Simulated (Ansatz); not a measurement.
# Lattice dynamics of ZnSe (Stilleite, F-43m)

Wanted: vibrations and spectra of ZnSe (Stilleite, F-43m); the cell is already relaxed. After the zone centre comes a 4×4×4 q mesh on a 12×12×12 k mesh.

Calculated with Ansatz 0.2.0; DFT LDA, scalar-relativistic, plane waves, PAW.

## (1) Starting point

Symmetry: F-43m, No. 216, cubic system. Conventional cell: a = 5.568 Å, b = 5.568 Å, c = 5.568 Å, α = 90.00°, β = 90.00°, γ = 90.00°. Nearest to Zn lie 4 Se at 2.41 Å. Se has 4 Zn at 2.41 Å nearest. Farther neighbours and most contacts between anions are not listed.

## (2) Zone-centre response

The cell comes from relaxations at this level that are not shown. The zone centre comes first: it holds the modes that light can see, as far as symmetry allows. The response to a homogeneous field gives the Born charges and the dielectric tensor.

input.yaml reads:

```yaml
crystal:
  lattice:
    - [0.0, 2.783768019, 2.783768019]
    - [2.783768019, 0.0, 2.783768019]
    - [2.783768019, 2.783768019, 0.0]
  atoms:
    - { symbol: Zn, position: [0.0, 0.0, 0.0] }
    - { symbol: Se, position: [0.25, 0.25, 0.25] }
kpoints:
  mp_grid: { grid: [12, 12, 12] }
hamiltonian:
  xc: lda
scf:
  occupations: { method: fixed }
output:
  eigenvalues: true
phonons:
  method: dfpt
  dielectric: true
  rigid_motions: translations
```

Started as:

```console
> ansatz run input.yaml --threads 4 --pin off --max-ram 7168MiB --backend cpu --events-out ev --progress --plain --runs-dir out
```

Numbers of over 12 decimals in the logs are rounded to 6 here.

What it wrote:

```text
Engine: ansatz 0.2.0, aarch64-unknown-linux-gnu
Pseudopotentials: kind: paw
Pseudopotential: Zn, paw, valence charge 12, recommended cutoff 420 eV (normal), Zn.paw.azcp
Pseudopotential: Se, paw, valence charge 16, recommended cutoff 420 eV (normal), Se.paw.azcp
Functional definition: SPW92
  exchange = slater_x
  correlation = pw_c
Crystal: 2 atoms, lattice volume = 43.145 Å³
Basis set: ecut = 420 eV, 869 PW (Γ), exchange–correlation on 54×54×54 points (8 copies of the dense FFT grid, shifted against one another)
Bands: 18, of which v1, the nominal top of the filled ones, is band 14 counted from 1 (13 counted from 0)
Symmetry: 24 space group operations
k-points: 280 of 1728 (irreducible under 4 space group operations, time reversal used)
Non-local potential: Zn, projectors of the file, l = 0: 2, l = 1: 2, l = 2: 3, l = 3: 1
Non-local potential: Se, projectors of the file, l = 0: 2, l = 1: 2, l = 2: 3, l = 3: 1
PAW form: soft (Blöchl's): semilocal exchange-correlation on the pseudo side does not see the compensation charge
PAW frozen core: Zn, regenerated for the run's functional, and the local potential with it (the file was generated under x = pbe(κ = 0.804, μ = 0.219515), c = pbe(β = 0.066725))
PAW frozen core: Se, regenerated for the run's functional, and the local potential with it (the file was generated under x = pbe(κ = 0.804, μ = 0.219515), c = pbe(β = 0.066725))
PAW one-centre angular grid: Zn, 590 points (default); XC on 64 Gauss nodes
PAW one-centre angular grid: Se, 590 points (default); XC on 64 Gauss nodes
Initial density: superposition of atomic densities (neutral atoms: chi_scale 0, normalization atom), corrected by the library's trained network
Initial wavefunctions: pseudopotential atomic-orbital guess
Functional: x = slater, c = lda
SCF iter   1: F=—  HF=-8630.853637 eV  |F-HF|=—  |Δ(HF+E_count)|=         —  Δρ=5.41e-3  dr2=7.10e-3  ethr=1.77e-3  ⟨swp⟩=5.0  Hψ=23217  notcnv=0  defer=527
preconditioner: auto → none  [insulator: Δε(μ)=1.216 eV  Ē_g=12.125 eV  n_scr=14 (ndim 8)  ℏωp=24.0 eV  f_vac=0.102  ε∞_Penn≈4.9]
SCF iter   2: F=—  HF=-8630.851445 eV  |F-HF|=—  |Δ(HF+E_count)|=   2.19e-3  Δρ=2.03e-3  dr2=8.69e-4  ethr=2.53e-5  ⟨swp⟩=2.0  Hψ=10103  notcnv=0  defer=550
SCF iter   3: F=—  HF=-8630.851340 eV  |F-HF|=—  |Δ(HF+E_count)|=   1.05e-4  Δρ=1.46e-3  dr2=4.00e-4  ethr=3.10e-6  ⟨swp⟩=2.0  Hψ=7854  notcnv=0  defer=550
SCF iter   4: F=—  HF=-8630.851234 eV  |F-HF|=—  |Δ(HF+E_count)|=   1.06e-4  Δρ=2.58e-4  dr2=2.33e-5  ethr=1.43e-6  ⟨swp⟩=2.0  Hψ=7846  notcnv=0  defer=549
SCF iter   5: F=—  HF=-8630.851224 eV  |F-HF|=—  |Δ(HF+E_count)|=   9.53e-6  Δρ=2.05e-5  dr2=1.87e-7  ethr=8.31e-8  ⟨swp⟩=2.0  Hψ=7319  notcnv=0
SCF iter   6: F=—  HF=-8630.851224 eV  |F-HF|=—  |Δ(HF+E_count)|=   2.49e-7  Δρ=5.05e-6  dr2=6.88e-9  ethr=6.68e-10  ⟨swp⟩=2.0  Hψ=8968  notcnv=0
SCF iter   7: F=—  HF=-8630.851224 eV  |F-HF|=—  |Δ(HF+E_count)|=   1.37e-8  Δρ=2.15e-6  dr2=8.37e-10  ethr=2.46e-11  ⟨swp⟩=2.0  Hψ=8984  notcnv=0
SCF iter   8: F=—  HF=-8630.851224 eV  |F-HF|=—  |Δ(HF+E_count)|=  3.44e-10  Δρ=2.53e-7  dr2=2.31e-11  ethr=1.00e-12  ⟨swp⟩=6.3  Hψ=31922  notcnv=0
SCF iter   9: F=-8630.851224 eV  HF=-8630.851224 eV  |F-HF|=9.09e-12  |Δ(HF+E_count)|=  7.82e-11  Δρ=5.18e-8  dr2=7.95e-13  ethr=1.00e-12  ⟨swp⟩=6.3  Hψ=23577  notcnv=0
SCF 1 converged in 9 iterations: F = -8630.851224 eV  dr2 = 7.95e-13
  greatest PAW one-centre occupation: 1.000 electrons in one spin orbital (limit 2), on the Se atom at site 1 (counted from 0), in its partial waves of l = 2
NSCF: frozen V_eff on 1 k-points
DFPT response loops at Γ: preconditioner auto → none (the input reference at scf.mixing.eps_inf says where Resta's filter doesn't serve); β = 0.50; Broyden in place of MSR1
── the response to a field inside a basis, on 14×14×14 k-points: an SCF that follows is theirs, and a resumed run solves both again ──
Bands: 15, of which v1, the nominal top of the filled ones, is band 14 counted from 1 (13 counted from 0)
k-points: 280
Initial density: handed on by an earlier stage of this run
Initial wavefunctions: pseudopotential atomic-orbital guess (no wavefunctions were taken with the density)
Eigensolver: Dense (280 Hₖ)
SCF iter   1: F=—  HF=-8630.849605 eV  |F-HF|=—  |Δ(HF+E_count)|=         —  Δρ=1.12e-4  dr2=1.67e-6  ethr=1.00e-1
preconditioner: auto → none  [insulator: Δε(μ)=1.342 eV  Ē_g=9.700 eV  n_scr=14 (ndim 8)  ℏωp=24.0 eV  f_vac=0.092  ε∞_Penn≈7.1]
SCF iter   2: F=—  HF=-8630.849603 eV  |F-HF|=—  |Δ(HF+E_count)|=   1.22e-6  Δρ=9.67e-5  dr2=1.72e-6  ethr=5.96e-9
SCF iter   3: F=—  HF=-8630.849604 eV  |F-HF|=—  |Δ(HF+E_count)|=   3.91e-7  Δρ=4.70e-5  dr2=6.09e-7  ethr=5.96e-9
SCF iter   4: F=-8630.849603 eV  HF=-8630.849603 eV  |F-HF|=2.00e-8  |Δ(HF+E_count)|=   4.45e-7  Δρ=1.14e-5  dr2=2.82e-8  ethr=2.18e-9
SCF 1 converged in 4 iterations: F = -8630.849603 eV  dr2 = 2.82e-8
DFPT response loops at Γ: mixed as the last ones told, above
WARN: field response: ε∞ stands inside a basis, on 14×14×14 points; the force constants stand on the 12×12×12 k-mesh, whose period is 12.18 times the interband length at k = (0.0000, 0.0000, 0.0000), direct gap 1.250 eV, under 14: take them and everything formed from them as unconverged, and compare with a denser kpoints.mp_grid
SCF converged after 9 iterations
Free energy (F): -8630.851224 eV
Harris-Foulkes:  -8630.851224 eV  (|F-HF|=9.09e-12)
Internal energy: -8630.851224 eV  (E = F + TS)
E sigma→0 (E₀):  -8630.851224 eV
Fermi energy:    7.206657 eV
--- Per-component energies (eV) ---
  E_band       = -377.512951
  E_kinetic    = 252.130616
  E_local      = -4322.921311  (includes V_loc(G=0)·N_el)
  E_nonlocal   = 27.333805
  E_hartree    = 2001.361462
  E_xc         = -239.796843
  E_vxc        = -152.902658  (∫ρ·V_xc dr)
  E_paw        = -3582.886812  (= ΣΔE_a)
  E_vpaw       = -183.875314  (= ΣTr[D̂ρ^β])
  E_aug_tail   = -0.000959  (compensation charges beyond the density's cutoff)
  E_ewald      = -2769.845685
  E_core_change = 3.774504  (= ΣΔE_core)
  E_smearing   = -0.000000  (= −TS)
  E_closure    = 0.000000  (closes the sum)
  Σ components = -8630.851224   (vs F -8630.851224, Δ=0.00e0)
--- Band table (eV; the first three rows and the last of 280) ---
  k-point 0: bands = [... 10 lower, 0.7523, 7.2067, 7.2067, 7.2067, 8.4569, 12.9063, 12.9063, 12.9063]
  k-point 1: bands = [... 10 lower, 0.7513, 6.4016, 7.1272, 7.1272, 9.1024, 12.8409, 13.0378, 13.0378]
  k-point 2: bands = [... 10 lower, 0.7500, 5.1673, 6.9256, 6.9256, 9.7479, 13.0111, 13.3378, 13.3378]
  k-point 279: bands = [... 10 lower, 1.0983, 2.1941, 4.1828, 4.2512, 12.5562, 12.9005, 14.1378, 14.7695]
--- Phonons (Γ-DFPT): 2 representative perturbations + reference, on 280 of 1728 k-points (Σ response iterations 6) ---
  k mesh reduced under 4 symmetry operations, with k and −k counted as one. Each operation leaves every solved perturbation unchanged. A smaller set is not considered because the run solves the response to a homogeneous field
  ASR residual: 8.518e-5 → 0.000e0 eV/Å²; symmetrization residual: 2.987e-6 eV/Å²
  ASR residual per site (eV/Å²): 8.52e-5 5.92e-5
  Γ frequencies (cm⁻¹): 0.00 0.00 0.00 217.86 217.86 217.86
  ε∞ (high-frequency dielectric tensor):
        7.518602    -0.000000     0.000000
       -0.000000     7.518602     0.000000
        0.000000     0.000000     7.518602
  ε⁰ (static dielectric tensor: ions relaxed, cell fixed):
       10.133547     0.000000     0.000000
        0.000000    10.133547    -0.000000
        0.000000    -0.000000    10.133547
  ε⁰ − ε∞ (ionic part):
        2.614945     0.000000    -0.000000
        0.000000     2.614945    -0.000000
       -0.000000    -0.000000     2.614945
  softest optical mode at Γ: 217.86 cm⁻¹; the repairs (sum rule, projections) moved no ω² at Γ by more than (0.65 cm⁻¹)²
  Born effective charges Z* (e; rows j = field, columns β = displacement):
    site 0:
         1.97292    0.00000    0.00000
         0.00000    1.97292   -0.00000
        -0.00000    0.00000    1.97292
    site 1:
        -1.97292   -0.00000   -0.00000
        -0.00000   -1.97292    0.00000
         0.00000   -0.00000   -1.97292
  Z* charge neutrality: 4.442e-4 e pre-enforcement
  solved inside a basis spanned on kpoints, on 14×14×14 k-points transformed towards the longest dipole: ε∞ is read to err by 2.0e-2, Z* by 1.7e-2 e (field_mesh: kpoints solves on kpoints); Z* is corrected for what the basis lacks
  optical modes at Γ without the LO–TO term, one row a degenerate level:
      ω (cm⁻¹)  modes    IR ((D/Å)²/amu)
        217.86      3             7.5320
  optical modes at Γ + LO–TO along q̂ = [1.0000, 0.0000, 0.0000]:
      ω (cm⁻¹)  modes    IR ((D/Å)²/amu)
        217.86      2             5.0213
        252.92      1             2.5107
  optical modes at Γ + LO–TO along q̂ = [0.0000, 1.0000, 0.0000]:
      ω (cm⁻¹)  modes    IR ((D/Å)²/amu)
        217.86      2             5.0213
        252.92      1             2.5107
  optical modes at Γ + LO–TO along q̂ = [0.0000, 0.0000, 1.0000]:
      ω (cm⁻¹)  modes    IR ((D/Å)²/amu)
        217.86      2             5.0213
        252.92      1             2.5107
```

Elapsed: 56 s, on 4 threads of Arm Neoverse V1, shared host; peak memory 1.3 GiB.

In the SCF lines HF is the Harris–Foulkes energy and dr2 the Hartree energy of the density residual, in eV; the loop may stop once dr2 is under the threshold and the program's other checks hold. Hψ counts applications of the Hamiltonian.

Numbers from this step:

```yaml
gap_on_the_k_mesh: 1.250 eV
volume_per_atom: 21.57 Å³
sum_rule_residual_before_enforcement: 8.52e-5 eV/Å²
miss_of_the_charge_sum_rule: 4.44e-4 e
estimated_error_of_the_dielectric_tensor: 0.02024
estimated_error_of_the_born_charges: 0.01687 e
point_group: -43m
highest_optical_mode_at_the_zone_centre_no_lo_to_term: 217.9 cm⁻¹
lowest_optical_zone_centre_mode: 217.9 cm⁻¹
mean_high_frequency_dielectric_constant: 7.519
largest_born_charge_third_of_the_trace: 1.973 e
mean_static_dielectric_constant: 10.13
top_of_the_zone_centre_spectrum_with_the_field: 252.9 cm⁻¹
```

Without the LO-TO term. Patterns of degenerate modes are one choice out of their space. Modes at Γ, with each element's share of the kinetic energy:

| mode | frequency (cm⁻¹) | symmetry | Zn % | Se % |
| --- | --- | --- | --- | --- |
| 1 | 0.0 | acoustic | 45 | 55 |
| 2 | 0.0 | acoustic | 45 | 55 |
| 3 | 0.0 | acoustic | 45 | 55 |
| 4 | 217.9 | T2 | 55 | 45 |
| 5 | 217.9 | T2 | 55 | 45 |
| 6 | 217.9 | T2 | 55 | 45 |

Displacements in mode 5 (217.9 cm⁻¹), the largest set to 1:
```
Zn1  0.00  1.00  0.00
Se2  0.00 -0.83  0.00
```

Optical modes at the zone centre, without and with the macroscopic field of the longitudinal modes; each column is sorted by frequency, so a row need not hold one and the same mode. Modes with and without the field, by row:

| rank among optical modes | no field (cm⁻¹) | q along (1, 0, 0) (cm⁻¹) |
| --- | --- | --- |
| 1 | 217.9 | 217.9 |
| 2 | 217.9 | 217.9 |
| 3 | 217.9 | 252.9 |

Born charge (rows field, columns displacement) (e), principal values of the symmetric part by kind of site:

| atom | atoms with these values | low | middle | high | mean |
| --- | --- | --- | --- | --- | --- |
| Zn1 | 1 | 1.97 | 1.97 | 1.97 | 1.97 |
| Se2 | 1 | -1.97 | -1.97 | -1.97 | -1.97 |

In full for Zn1:

```
1.97 0.00 0.00
0.00 1.97 0.00
0.00 0.00 1.97
```

High-frequency dielectric tensor:

```
7.52 0.00 0.00
0.00 7.52 0.00
0.00 0.00 7.52
```

Static dielectric tensor (ions relaxed, fixed cell):

```
10.13  0.00  0.00
 0.00 10.13  0.00
 0.00  0.00 10.13
```

Transverse modes. Infrared lines, with heights relative to the strongest:

| position (cm⁻¹) | label | relative intensity |
| --- | --- | --- |
| 218 | T2 | 100 |

Before it was imposed, the acoustic sum rule was missed by 8.5e-5 eV/Å² and the charge sum rule by 4.4e-4 e. Small misses are needed for a sound result but don't prove that mesh and cutoff are converged. The lowest optical mode is real, 218 cm⁻¹.

The log warns of the k mesh: “the force constants stand on the 12×12×12 k-mesh, whose period is 12.18 times the interband length at k = (0.0000, 0.0000, 0.0000), direct gap 1.250 eV, under 14: take them and everything formed from them as unconverged”.

(Continued in part 2 of 3.)

[Logs are printed without paths, hosts, clocks, repeated set-up lines and the standing remarks that a program may print on its own settings, such as how far it seeks lower states.]

[Hosts, paths, dates, database ids (printed as entryN), source tags and the programs' standing remarks are cut or masked in the printed files.]
